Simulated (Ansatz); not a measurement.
# Debugging a many-body input for CdCu2GeSe4 (I-42m)

Aim: the G0W0 gap of CdCu2GeSe4 (I-42m). The first input has a fault.

Calculated with Ansatz 0.2.0; G0W0 on r2SCAN, plane waves, PAW; PAW set soft_1.

In doubt: one-shot GW on d or f shells is unsure, so the values of those runs are not to be relied on.

**1. The starting structure**

Symmetry: I-42m, No. 121, tetragonal system. Conventional cell: a = 5.748 Å, b = 5.748 Å, c = 11.053 Å, α = 90.00°, β = 90.00°, γ = 90.00°. Nearest to Cd lie 4 Se at 2.65 Å. Cu has 4 Se at 2.41 Å nearest. Ge has 4 Se at 2.38 Å nearest. Se has 1 Ge at 2.38 Å and 2 Cu at 2.41 Å and 1 Cd at 2.65 Å nearest. Farther neighbours and most contacts between anions are not listed.

The cell and positions come from the Crystallography Open Database and are kept as given unless a step says otherwise.

**2. First try**

input.yaml

```yaml
crystal:
  lattice:
    - [-2.8741, 2.8741, 5.52665]
    - [2.8741, -2.8741, 5.52665]
    - [2.8741, 2.8741, -5.52665]
  atoms:
    - { symbol: Cd, position: [0.0, 0.0, 0.0] }
    - { symbol: Cu, position: [0.25, 0.75, 0.5] }
    - { symbol: Cu, position: [0.75, 0.25, 0.5] }
    - { symbol: Ge, position: [0.5, 0.5, 0.0] }
    - { symbol: Se, position: [0.4042, 0.4042, 0.541] }
    - { symbol: Se, position: [0.5958, 0.1368, 0.0] }
    - { symbol: Se, position: [0.8632, 0.8632, 0.459] }
    - { symbol: Se, position: [0.1368, 0.5958, 0.0] }
kpoints:
  mp_grid: { grid: [4, 4, 4] }
hamiltonian:
  xc: r2scan
  pseudopotentials: { kind: paw, azcp: { folder: soft_1 } }
scf:
  occupations: { method: fixed }
gw:
  n_empty_bands: 4
  ecut_chi: 40
  qp_bands: [v2, c2]
  qp_kpoints: band_edges
  screening: { model: contour_deformation }
```

Started as:

```console
$ ansatz run input.yaml --threads 24 --pin off --max-ram 82944MiB --backend cuda --events-out ev --progress --plain --runs-dir out --devices 1 --max-vram 78GiB
```

Numbers of over 12 decimals in the logs are rounded to 6 here.

The log of the run:

```text
GPUs: using 1 of 1 available (devices: 1).
Engine: ansatz 0.2.0, aarch64-unknown-linux-gnu
Pseudopotentials: kind: paw
Pseudopotential: Cd, paw, valence charge 20, recommended cutoff 500 eV (meta_gga), soft_1/Cd.paw.azcp
Pseudopotential: Cu, paw, valence charge 19, recommended cutoff 500 eV (meta_gga), soft_1/Cu.paw.azcp
Pseudopotential: Ge, paw, valence charge 14, recommended cutoff 500 eV (meta_gga), soft_1/Ge.paw.azcp
Pseudopotential: Se, paw, valence charge 16, recommended cutoff 500 eV (meta_gga), soft_1/Se.paw.azcp
Functional definition: r2SCAN
  parameter k0 = 0.174
  parameter k1 = 0.065
  parameter a1 = 4.9479
  exchange = r2scan_x(k0 = k0, k1 = k1, a1 = a1)
  correlation = r2scan_c
[...]
Crystal: 8 atoms, lattice volume = 182.610 Å³
Basis set: ecut = 500 eV, 4661 PW (Γ), exchange–correlation on 216×216×216 points (64 copies of the dense FFT grid, shifted against one another)
Bands: 82, of which v1, the nominal top of the filled ones, is band 68 counted from 1 (67 counted from 0)
Symmetry: 8 space group operations
Space group: I-42m (ITA 121), of the structure as read, at distance tolerance 5.7e-5 Å
k-points: 13 of 64 (time reversal used)
Non-local potential: Cd, projectors of the file, l = 0: 3, l = 1: 2, l = 2: 2, l = 3: 1
Non-local potential: Cu, projectors of the file, l = 0: 3, l = 1: 2, l = 2: 3, l = 3: 1
Non-local potential: Ge, projectors of the file, l = 0: 2, l = 1: 2, l = 2: 3, l = 3: 1
Non-local potential: Se, projectors of the file, l = 0: 2, l = 1: 2, l = 2: 3, l = 3: 1
PAW form: soft (Blöchl's): semilocal exchange-correlation on the pseudo side does not see the compensation charge
PAW frozen core: Cd, regenerated for the run's functional (the file was generated under x = pbe(κ = 0.804, μ = 0.219515), c = pbe(β = 0.066725))
PAW frozen core: Cu, regenerated for the run's functional (the file was generated under x = pbe(κ = 0.804, μ = 0.219515), c = pbe(β = 0.066725))
PAW frozen core: Ge, regenerated for the run's functional (the file was generated under x = pbe(κ = 0.804, μ = 0.219515), c = pbe(β = 0.066725))
PAW frozen core: Se, regenerated for the run's functional (the file was generated under x = pbe(κ = 0.804, μ = 0.219515), c = pbe(β = 0.066725))
PAW one-centre angular grid: Cd, 590 points (default); XC on 160 Gauss nodes
PAW one-centre angular grid: Cu, 590 points (default); XC on 160 Gauss nodes
PAW one-centre angular grid: Ge, 590 points (default); XC on 160 Gauss nodes
[...]
Initial density: superposition of atomic densities (chi_scale 0.1, normalization cell, long waves kept (reshape's long-wave potential 0.02 eV rms))
Initial wavefunctions: pseudopotential atomic-orbital guess
[...]
Functional: x = r2scan, c = r2scan; τ floored in thin density (d = 2e-4 eV/Å³)
SCF iter   1: F=—  HF=-47750.946575 eV  |F-HF|=—  |Δ(HF+E_count)|=         —  Δρ=6.11e-2  dr2=6.21e0  dr2_τ=1.33e-2  ethr=3.10e-3  ⟨swp⟩=4.8  Hψ=3097  notcnv=0  defer=150
preconditioner: auto → Resta (q_TF=auto, 2.598 Å⁻¹)  ε∞=4.6  [insulator: Δε(μ)=0.503 eV  Ē_g=11.368 eV  n_scr=60 (ndim 8)  ℏωp=21.6 eV  f_vac=0.093  ε∞_Penn≈4.6]
SCF iter   2: F=—  HF=-47749.826864 eV  |F-HF|=—  |Δ(HF+E_count)|=    1.12e0  Δρ=4.21e-2  dr2=1.89e0  dr2_τ=4.20e-2  ethr=3.10e-3  ⟨swp⟩=2.6  Hψ=2080  notcnv=0  defer=126
SCF iter   3: F=—  HF=-47749.693730 eV  |F-HF|=—  |Δ(HF+E_count)|=   1.33e-1  Δρ=2.50e-2  dr2=9.65e-1  dr2_τ=1.88e-2  ethr=1.39e-3  ⟨swp⟩=2.0  Hψ=2159  notcnv=0  defer=145
SCF iter   4: F=—  HF=-47749.523070 eV  |F-HF|=—  |Δ(HF+E_count)|=   1.71e-1  Δρ=8.02e-3  dr2=8.68e-2  dr2_τ=6.74e-4  ethr=7.09e-4  ⟨swp⟩=2.0  Hψ=1406  notcnv=0  defer=148
SCF iter   5: F=—  HF=-47749.542044 eV  |F-HF|=—  |Δ(HF+E_count)|=   1.90e-2  Δρ=2.73e-3  dr2=1.06e-2  dr2_τ=4.97e-4  ethr=6.38e-5  ⟨swp⟩=2.2  Hψ=1400  notcnv=0  defer=152
SCF iter   6: F=—  HF=-47749.540002 eV  |F-HF|=—  |Δ(HF+E_count)|=   2.04e-3  Δρ=8.66e-4  dr2=9.63e-4  dr2_τ=4.06e-5  ethr=7.77e-6  ⟨swp⟩=2.0  Hψ=1759  notcnv=0  defer=155
[...]
SCF iter  11: F=—  HF=-47749.540694 eV  |F-HF|=—  |Δ(HF+E_count)|=   1.25e-7  Δρ=8.60e-6  dr2=1.00e-7  dr2_τ=9.76e-10  ethr=7.35e-11  ⟨swp⟩=10.2  Hψ=4715  notcnv=0
[...]
SCF 1 converged in 13 iterations: F = -47749.540694 eV  dr2 = 9.42e-9
[...]
SCF converged after 13 iterations
[...]
--- G₀W₀: contour deformation, 8 samples at zero and on the imaginary axis and 2 off it, 64 q-points, 4 empty bands' worth ---
  eigenvalues of the whole cell's RPA ε∞ on this k-mesh (on a slab, of 1 + 4πα/V) = 82.5639, 82.5639, 91.4296; static W/v taken at q = 0 is 0.011731
  bands read: the sum over 72 bands ends inside a degenerate multiplet in 1 slot, whose members it reads at an even weight; the widest, k=8: bands 72 to 73 (counted from 1) at 1/2 each
  gw.qp_kpoints: band_edges: 8 of 13 stored k-points solved, in 1 pass; an edge of the gap read off the rows below is read off those points alone
    valence top: of the k-points left out ik 4 came nearest to being solved in a further pass, in band 67 (counted from 1, as in the quasiparticle table): it holds the edge there only if its correction is more favourable than any solved in that band by at least 0.703 eV; those differ by 0.601 eV
    conduction bottom: of the k-points left out ik 4 came nearest to being solved in a further pass, in band 69 (counted from 1, as in the quasiparticle table): it holds the edge there only if its correction is more favourable than any solved in that band by at least 0.870 eV; those differ by 0.252 eV
  `?` marks the rows in doubt; gw_qp.tsv's column doubts and the gw_qp event give each row's grounds
    ik  band        ε_KS         Σx   Σc(E_QP)       V_xc       Z   E_QP_lin       E_QP  E_QP is
     0    67      8.6074   -32.5386     4.3622   -27.8105  0.6142     8.2152     8.2416  root
     0    68      8.6074   -32.5386     4.3622   -27.8105  0.6142     8.2152     8.2416  root
     0    69      8.8507   -12.4759    -1.4030   -15.6983  0.7162    10.4359    10.6700  root ?
     0    70     10.6283    -9.1425    -1.6543   -12.5791  0.7355    12.1879    12.4106  root ?
     1    67      7.7988   -33.3201     4.9805   -27.9118  0.5666     7.3280     7.3711  root ?
     1    68      8.4220   -32.7155     4.5824   -27.7290  0.6043     7.9831     8.0179  root
     1    69      9.9809   -13.3802    -1.6915   -16.8546  0.6967    11.5935    11.7638  root ?
     1    70     11.2494   -10.3412    -1.9185   -14.3724  0.7159    13.1458    13.3621  root ?
     2    67      8.2444   -33.2512     4.9528   -27.8290  0.5896     7.7212     7.7749  root ?
     2    68      8.2792   -32.7610     4.6605   -27.6724  0.5995     7.8103     7.8511  root ?
     2    69      9.3316   -13.1952    -1.5105   -16.4310  0.7064    10.8472    11.0569  root ?
     2    70     10.8806    -9.7002    -2.1567   -14.0227  0.7120    12.8568    13.0464  root ?
     3    67      8.1457   -33.3155     4.8113   -28.0774  0.5870     7.6776     7.7189  root ?
     3    68      8.3654   -32.1423     4.3723   -27.4178  0.6065     7.9890     8.0132  root
     3    69     10.0280   -14.2893    -1.5325   -17.5460  0.6947    11.5750    11.7523  root ?
     3    70     11.2610    -9.7034    -1.8626   -13.6376  0.7195    13.1027    13.3327  root ?
     6    67      8.1681   -32.3166     4.5646   -27.3736  0.5965     7.7602     7.7899  root ?
     6    68      8.2565   -33.1759     4.8231   -27.9080  0.5920     7.7656     7.8117  root ?
[...]
8    70     10.7707    -9.8506    -1.7714   -13.5227  0.7228    12.4563    12.6713  root ?
     9    67      7.7139   -34.2926     5.4046   -28.4080  0.5518     7.1733     7.2339  root ?
     9    68      8.2378   -33.4217     4.7749   -28.2034  0.5926     7.7489     7.7944  root ?
     9    69     10.3416   -15.5788    -1.6335   -18.7799  0.6797    11.7439    11.9093  root ?
     9    70     11.1945    -9.4563    -1.7907   -13.2367  0.7264    12.9710    13.1843  root ?
```

Elapsed: 5.9 s, on 1 × NVIDIA GB200 (shared by 2 runs) with 24 threads of Arm Neoverse V2, shared host; peak memory 1.9 GiB; 19 s of CPU time.

Q: What is the fault?

The run ended normally, though the input holds a fault or crude settings.

The fault: four empty bands in G0W0. The sums over empty states are cut off almost at the gap, so screening and correlation are far from complete.

It printed a gap of 2.43 eV, which is an artefact of the settings.

**3. A better input**

Now the one-shot GW correction: screening in the RPA, then the self-energy of the levels asked for. This step takes PAW set soft_1 files.

Edit input.yaml of step 2 so:

```diff
@@ -22,4 +22,4 @@
 gw:
-  n_empty_bands: 4
-  ecut_chi: 40
+  n_empty_bands: 427
+  ecut_chi: 102
   qp_bands: [v2, c2]
```

The log of the run:

```text
GPUs: using 1 of 1 available (devices: 1).
[...]
Crystal: 8 atoms, lattice volume = 182.610 Å³
Basis set: ecut = 500 eV, 4661 PW (Γ), exchange–correlation on 216×216×216 points (64 copies of the dense FFT grid, shifted against one another)
Bands: 82, of which v1, the nominal top of the filled ones, is band 68 counted from 1 (67 counted from 0)
[... 1 set-up line as in the run before ...]
[...]
k-points: 13 of 64 (time reversal used)
[...]
SCF iter   1: F=—  HF=-47750.946575 eV  |F-HF|=—  |Δ(HF+E_count)|=         —  Δρ=6.11e-2  dr2=6.21e0  dr2_τ=1.33e-2  ethr=3.10e-3  ⟨swp⟩=4.8  Hψ=3097  notcnv=0  defer=150
[...]
SCF iter   6: F=—  HF=-47749.540002 eV  |F-HF|=—  |Δ(HF+E_count)|=   2.04e-3  Δρ=8.66e-4  dr2=9.63e-4  dr2_τ=4.06e-5  ethr=7.77e-6  ⟨swp⟩=2.0  Hψ=1759  notcnv=0  defer=155
[...]
SCF converged after 13 iterations
[...]
0    67      8.6074   -32.5386     4.7255   -27.8105  0.6579     8.6049     8.6049  root
     0    68      8.6074   -32.5386     4.7255   -27.8105  0.6579     8.6049     8.6049  root
     0    69      8.8507   -12.4759    -3.0284   -15.6983  0.7189     9.0498     9.0445  root
     0    70     10.6283    -9.1425    -3.4056   -12.5791  0.7222    10.6594    10.6593  root
     1    67      7.7988   -33.3201     5.4013   -27.9118  0.6337     7.7919     7.7919  root
     1    68      8.4220   -32.7155     4.9637   -27.7290  0.6530     8.3992     8.3993  root
     1    69      9.9809   -13.3802    -3.1825   -16.8546  0.7040    10.2875    10.2728  root
     1    70     11.2494   -10.3412    -3.8506   -14.3724  0.7100    11.4346    11.4298  root
[...]
9    67      7.7139   -34.2926     5.8598   -28.4080  0.6248     7.6891     7.6892  root
     9    68      8.2378   -33.4217     5.2022   -28.2034  0.6470     8.2217     8.2217  root
     9    69     10.3416   -15.5788    -2.8732   -18.7799  0.6930    10.6895    10.6695  root
     9    70     11.1945    -9.4563    -3.6879   -13.2367  0.7145    11.2880    11.2870  root
```

It took 23 s on 1 × NVIDIA GB200 (shared by 2 runs) with 24 threads; peak memory 3.3 GiB; 67 s of CPU time.

This step gave:

```yaml
bands_summed: 495
rpa_eps_infinity_on_this_mesh_eigenvalues: 85.09, 85.09, 93.94
plane_waves_in_the_screening_matrix: 437
q_points_in_the_mesh: 64
g0w0_gap_on_the_mesh: 0.4396 eV
k_of_the_valence_top: 0, 0, 0
k_of_the_conduction_bottom: 0, 0, 0
starting_gap_on_the_mesh: 0.2433 eV
z_at_the_valence_top: 0.6579
z_at_the_conduction_bottom: 0.7189
least_direct_g0w0_gap_on_the_computed_points: 0.4396 eV
```

The gap on the mesh goes from 0.24 eV to 0.44 eV, a correction of +0.20 eV. Between the two edge states, bare exchange in place of the xc potential would open the gap by 7.95 eV, and correlation takes back 7.75 eV.

**4. What came out**

```
first try  : converged after 5.9 s
better run : G0W0 gap on the mesh 0.44 eV (4×4×4 mesh, 427 empty bands, screening to 102 eV, PAW set soft_1 files)
```

What this shows: The second run differs in: empty bands and screening cutoff (eV). Bands and cutoff are finite, so the gap is not at the basis limit. The miss can reach some tenths of an eV and take either sign; the mesh is an error of its own. The 4×4×4 mesh is coarse for this cell (its supercell is 27 Å along the shortest edge). The RPA ε∞ on it, from the r2SCAN start, is 85.09 and 93.94; such meshes misread the long-range screening, most where the gap is narrow. The RPA ε∞ on this mesh reaches over 25; with a narrow direct gap a coarse mesh can overstate it, and the correction is then too small. A d shell, filled or nearly so, lies near the gap. One-shot GW converges very slowly in bands there, not always from below, and on a semilocal start the gap tends to come out low; starts rich in exact exchange can overshoot instead. The many-body steps are scalar-relativistic: spin-orbit coupling is not in them.

[Paths, hosts, dates, memory and timing lines, banners, echoed tables and standing remarks are left out of the program output.]

[Logs are printed without paths, hosts, clocks, repeated set-up lines and the standing remarks that a program may print on its own settings, such as how far it seeks lower states.]

[Runs of the session that timed out or met a known fault of the program may be left out.]

[Cells called generated may have been cut or substituted from an entry of the Crystallography Open Database or the Materials Project.]

[Hosts, paths, dates, database ids (printed as entryN), source tags and the programs' standing remarks are cut or masked in the printed files.]
